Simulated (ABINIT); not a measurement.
## Quasiparticle gap of CdSe (F-43m) in ABINIT

Aim: the G0W0 gap of CdSe (F-43m) on PBE, step by step.

Main program and level: ABINIT 10.8.3; PBE and many-body steps on it, plane waves.

**What was measured.**

- Gap 1.69 ± 0.02 eV: direct gap from (alpha E)^2 extrapolation; spectroscopic ellipsometry; 300 K; film (fully relaxed MBE film, 304 nm) on GaAs(100) (“Band gap bowing of binary alloys: Experimental results compared to theoretical tight-binding supercell calculations for CdZnSe”, 2010, arxiv:1007.2297).

## (1) Starting point

It takes space group F-43m (No. 216, cubic). Conventional cell: a = 6.141 Å, b = 6.141 Å, c = 6.141 Å, α = 90.00°, β = 90.00°, γ = 90.00°. Cd has 4 Se at 2.66 Å nearest. Se has 4 Cd at 2.66 Å nearest. Farther neighbours, and contacts between anions beyond the nearest, are not listed.

Structure file:

```cif
data_structure
_symmetry_space_group_name_H-M 'F-43m'
_symmetry_Int_Tables_number 216
_cell_length_a 6.1405
_cell_length_b 6.1405
_cell_length_c 6.1405
_cell_angle_alpha 90.000
_cell_angle_beta 90.000
_cell_angle_gamma 90.000
_cell_volume 231.54
loop_
_atom_site_label
_atom_site_type_symbol
_atom_site_symmetry_multiplicity
_atom_site_Wyckoff_symbol
_atom_site_fract_x
_atom_site_fract_y
_atom_site_fract_z
_atom_site_occupancy
Cd1 Cd 4 a 0.00000 0.00000 0.00000 1
Se1 Se 4 c 0.25000 0.25000 0.25000 1
```

The cell and positions are those that the Materials Project relaxed with its own functionals (PBE, PBE+U or r2SCAN), kept fixed.

## (2) Ground state

This step: ABINIT 10.8.3; DFT, PBE, plane waves, norm-conserving pseudopotentials.

The ground-state density comes first.

run.abi

```
acell 3*1.0 Angstrom
rprim 
  -0.000000000000 3.070271198600 3.070271198600
  3.070271198600 -0.000000000000 3.070271198600
  3.070271198600 3.070271198600 0.000000000000
ntypat 2
znucl 48 34
natom 2
typat 1 2
xred 
  0.000000000000 0.000000000000 0.000000000000
  0.750000000000 0.750000000000 0.750000000000
pp_dirpath "pseudos"
pseudos "Cd.upf, Se.upf"
ecut 48
ngkpt 6 6 6
nshiftk 1
shiftk 0 0 0
kptopt 1
chksymbreak 0
nband 27
occopt 1
tolvrs 1e-10
nstep 60
prtwf 0
optforces 0
optstress 0
indata_prefix "in"
outdata_prefix "out"
tmpdata_prefix "tmp"
```

Launch:

```bash
> OMP_NUM_THREADS=1 mpirun -n 8 abinit run.abi > log
```

The program printed:

```text
.Version 10.8.3 of ABINIT. v10.8.2 released Aug 2026.

 Symmetries : space group F-4 3 m (#216); Bravais cF (face-center cubic)
================================================================================
 Values of the parameters that define the memory need of the present run
     intxc =       0    ionmov =       0      iscf =       7    lmnmax =       6
     lnmax =       6     mgfft =      54  mpssoang =       3    mqgrid =    3001
     natom =       2  nloc_mem =       1    nspden =       1   nspinor =       1
    nsppol =       1      nsym =      24    n1xccc =    2501    ntypat =       2
    occopt =       1   xclevel =       2
-    mband =          27        mffmem =           1         mkmem =           2
       mpw =        6233          nfft =      157464          nkpt =          16
================================================================================
  Rough estimation (10% accuracy) of disk space for files :
================================================================================

--------------------------------------------------------------------------------
------------- Echo of variables that govern the present computation ------------
--------------------------------------------------------------------------------
 -outvars: echo values of preprocessed input variables --------
            acell      1.8897261259E+00  1.8897261259E+00  1.8897261259E+00 Bohr

      chksymbreak           0
             ecut      4.80000000E+01 Hartree
-          fftalg         312

              ixc     -101130
              kpt      0.00000000E+00  0.00000000E+00  0.00000000E+00
                       1.66666667E-01  0.00000000E+00  0.00000000E+00
                       3.33333333E-01  0.00000000E+00  0.00000000E+00
                       5.00000000E-01  0.00000000E+00  0.00000000E+00
                       1.66666667E-01  1.66666667E-01  0.00000000E+00
                       3.33333333E-01  1.66666667E-01  0.00000000E+00
                       5.00000000E-01  1.66666667E-01  0.00000000E+00
                      -3.33333333E-01  1.66666667E-01  0.00000000E+00
                      -1.66666667E-01  1.66666667E-01  0.00000000E+00
   [... 5 further rows ...]
                      -3.33333333E-01  3.33333333E-01  1.66666667E-01
                      -3.33333333E-01  5.00000000E-01  1.66666667E-01
         kptrlatt        6    0    0      0    6    0      0    0    6
          kptrlen      4.92313624E+01
P           mkmem           2
            natom           2
            nband          27
            ngfft          54      54      54
             nkpt          16
            nstep          60
             nsym          24
           ntypat           2
              occ      2.000000  2.000000  2.000000  2.000000  2.000000  2.000000
                       2.000000  2.000000  2.000000  2.000000  2.000000  2.000000
                       2.000000  2.000000  2.000000  2.000000  2.000000  2.000000
                       2.000000  2.000000  2.000000  2.000000  0.000000  0.000000
[...]
optforces           0
        optstress           0
            prtwf           0
            rprim     -0.0000000000E+00  3.0702711986E+00  3.0702711986E+00
[...]
spgroup         216

           tolvrs      1.00000000E-10

             xred      0.0000000000E+00  0.0000000000E+00  0.0000000000E+00
[...]
znucl       48.00000   34.00000

================================================================================

 chkinp: Checking input parameters for consistency.

================================================================================
== DATASET  1 ==================================================================
-   mpi_nproc: 8, omp_nthreads: 1 (-1 if OMP is not activated)

--- !DatasetInfo
iteration_state: {dtset: 1, }
dimensions: {natom: 2, nkpt: 16, mband: 27, nsppol: 1, nspinor: 1, nspden: 1, mpw: 6233, }
cutoff_energies: {ecut:  48.0, pawecutdg:  -1.0, }
electrons: {nelect:   4.40000000E+01, charge:   0.00000000E+00, occopt:   1.00000000E+00, tsmear:   1.00000000E-02, }

 Real(R)+Recip(G) space primitive vectors, cartesian coordinates (Bohr,Bohr^-1):
 R(1)=  0.0000000  5.8019717  5.8019717  G(1)= -0.0861776  0.0861776  0.0861776
 R(2)=  5.8019717  0.0000000  5.8019717  G(2)=  0.0861776 -0.0861776  0.0861776
 R(3)=  5.8019717  5.8019717  0.0000000  G(3)=  0.0861776  0.0861776 -0.0861776
 Unit cell volume ucvol=  3.9062210E+02 bohr^3
 Angles (23,13,12)=  6.00000000E+01  6.00000000E+01  6.00000000E+01 degrees

 getcut: wavevector=  0.0000  0.0000  0.0000  ngfft=  54  54  54
         ecut(hartree)=     48.000   => boxcut(ratio)=   2.11089

--- Pseudopotential description ------------------------------------------------
- Cd Generated using ONCVPSP code by D. R. Hamann
- 48.00000  20.00000  171031                  znucl, zion, pspdat
12 -101130 2 -1 1368                          pspcod,pspxc,lmax,lloc,mmax
     nproj     2     2     2
  pspatm : epsatm=   19.67729986
         --- l  ekb(1:nproj) -->
[...]
pspatm: atomic psp has been read  and splines computed

- Se Generated using ONCVPSP code by D. R. Hamann
- 34.00000  24.00000  171031                  znucl, zion, pspdat
12 -101130 2 -1 1214                          pspcod,pspxc,lmax,lloc,mmax
     nproj     2     2     2
  pspatm : epsatm=   25.39064422
         --- l  ekb(1:nproj) -->
[...]
pspatm: atomic psp has been read  and splines computed

   1.98298954E+03                                ecore*ucvol(ha*bohr**3)
--------------------------------------------------------------------------------

_setup2: Arith. and geom. avg. npw (full set) are    6205.468    6205.452

================================================================================

--- !BeginCycle
iteration_state: {dtset: 1, }
solver: {iscf: 7, nstep: 60, nline: 4, wfoptalg: 0, }
tolerances: {tolvrs: 1.00E-10, }

     iter   Etot(hartree)      deltaE(h)  residm     vres2
 ETOT  1  -512.09799868822    -5.121E+02 1.832E+00 4.803E+02
 ETOT  2  -513.43726474098    -1.339E+00 2.032E-02 3.017E+02
 ETOT  3  -513.47097606435    -3.371E-02 9.883E-04 1.140E+01
 ETOT  4  -513.47142403770    -4.480E-04 1.576E-04 3.720E+00
 ETOT  5  -513.47170863122    -2.846E-04 5.436E-05 8.122E-02
 ETOT  6  -513.47171616764    -7.536E-06 3.715E-05 7.719E-03
 ETOT  7  -513.47171642557    -2.579E-07 1.358E-05 4.974E-03
 ETOT  8  -513.47171677574    -3.502E-07 9.369E-06 1.597E-04
 ETOT  9  -513.47171679327    -1.753E-08 3.360E-06 1.031E-05
 ETOT 10  -513.47171679418    -9.120E-10 2.356E-06 1.773E-08
 ETOT 11  -513.47171679417     7.844E-12 8.456E-07 1.776E-09
 ETOT 12  -513.47171679415     1.694E-11 5.984E-07 2.181E-10
 ETOT 13  -513.47171679417    -1.637E-11 2.135E-07 4.150E-12

 At SCF step   13       vres2   =  4.15E-12 < tolvrs=  1.00E-10 =>converged.

--- !ResultsGS
iteration_state: {dtset: 1, }
comment   : Summary of ground state results
lattice_vectors:
- [ -0.0000000,   5.8019717,   5.8019717, ]
- [  5.8019717,  -0.0000000,   5.8019717, ]
- [  5.8019717,   5.8019717,   0.0000000, ]
lattice_lengths: [   8.20523,    8.20523,    8.20523, ]
lattice_angles: [ 60.000,  60.000,  60.000, ] # degrees, (23, 13, 12)
lattice_volume:   3.9062210E+02
convergence: {deltae: -1.637E-11, res2:  4.150E-12, residm:  2.135E-07, diffor:  0.000E+00, }
etotal    :  -5.13471717E+02
entropy   :   0.00000000E+00
fermie    :   1.66673775E-01
cartesian_stress_tensor: null
pressure_GPa: null
xred      :
- [  0.0000E+00,   0.0000E+00,   0.0000E+00, Cd]
- [  7.5000E-01,   7.5000E-01,   7.5000E-01, Se]
cartesian_forces: null
force_length_stats: {min: null, max: null, mean: null, }

 Integrated electronic density in atomic spheres:
 ------------------------------------------------
 Atom  Sphere_radius  Integrated_density
    1        2.00000         17.17162923
    2        2.00000         21.23608805
================================================================================

 ----iterations are completed or convergence reached----

 Mean square residual over all n,k,spin=   49.635E-11; max=  21.347E-08
 reduced coordinates (array xred) for    2 atoms
       0.000000      0.000000      0.000000
       0.750000      0.750000      0.750000
 rms dE/dt=  0.0000E+00; max dE/dt=  0.0000E+00; dE/dt below (all hartree)
    1       0.000000      0.000000      0.000000
    2       0.000000      0.000000      0.000000

 cartesian coordinates (angstrom) at end:
    1      0.000000     0.000000     0.000000
    2      4.605407     4.605407     4.605407
 length scales=  1.889726  1.889726  1.889726 bohr
              =  1.000000  1.000000  1.000000 angstroms
 prteigrs : about to open file out_EIG
 Fermi (or HOMO) energy (hartree) =   0.16667   Average Vxc (hartree)=  -0.33769
 Eigenvalues (hartree) for nkpt=  16  k points:
 kpt#   1, nband= 27, wtk=  0.00463, kpt=  0.0000  0.0000  0.0000 (reduced coord)
  -7.44022   -5.21570   -5.21570   -5.21570   -3.56872   -2.13724   -2.13724   -2.13724
  -1.54673   -1.54673   -1.54673   -1.54661   -1.54661   -0.29035   -0.12155   -0.12155
  -0.12155   -0.10894   -0.10894    0.16667    0.16667    0.16667    0.18678    0.38514
   0.38514    0.38514    0.52216
 prteigrs : prtvol=0 or 1, do not print more k-points.

--- !EnergyTerms
iteration_state     : {dtset: 1, }
comment             : Components of total free energy in Hartree
kinetic             :  2.080492E+02
hartree             :  2.116262E+02
xc                  : -5.303012E+01
Ewald energy        : -2.259871E+02
psp_core            :  5.076491E+00
local_psp           : -5.828648E+02
non_local_psp       : -7.634160E+01
total_energy        : -5.134717E+02
total_energy_eV     : -1.397228E+04
band_energy         : -8.271426E+01

== END DATASET(S) ==============================================================
================================================================================

 -outvars: echo values of variables after computation  --------
           etotal     -5.1347171679E+02
            nband          27
             nkpt          16
          spgroup         216
 [... the other variables as echoed above ...]

 Calculation completed.
```

The job ended after 30 s (8 MPI ranks of Intel Xeon Platinum 8259CL at 2.50GHz (Skylake/Cascade Lake), shared host; peak memory 0.84 GiB).

This step gave:

```
total energy               : -13972.2772 eV
gap                        : 0.5472 eV
k of the valence top       : 0, 0, 0
k of the conduction bottom : 0, 0, 0
least direct gap           : 0.5472 eV
```

The gap is direct, at Γ.

(Part 1 of 3 ends here.)

[Long decimals in the printed logs are rounded to 6 places.]

[Logs are printed without paths, hosts, clocks, repeated set-up lines and the standing remarks that a program may print on its own settings, such as how far it seeks lower states.]

[Paths, hosts, dates, memory and timing lines, banners, echoed tables and standing remarks are left out of the program output; an Ansatz launch command may be rebuilt from the run's recorded settings. Measured values are a selection of at most five: reports struck by readers or far from the other reports are left out. None is set beside runs whose start may be inverted or whose files or cutoffs have a known fault.]

[Runs of the session that timed out or met a known fault of the program may be left out.]

[Hosts, paths, dates, database ids (printed as entryN), source tags and the programs' standing remarks are cut or masked in the printed files.]

[G0W0 gaps are taken among the corrected bands and points alone; a level outside them can change the order at an edge.]

[Where Ansatz stands beside ABINIT at settings called matched, ABINIT's density can come from a denser mesh and the files from another edition; pairs whose starting gaps differed by over 0.03 eV were left out, so agreement reads better than it is.]
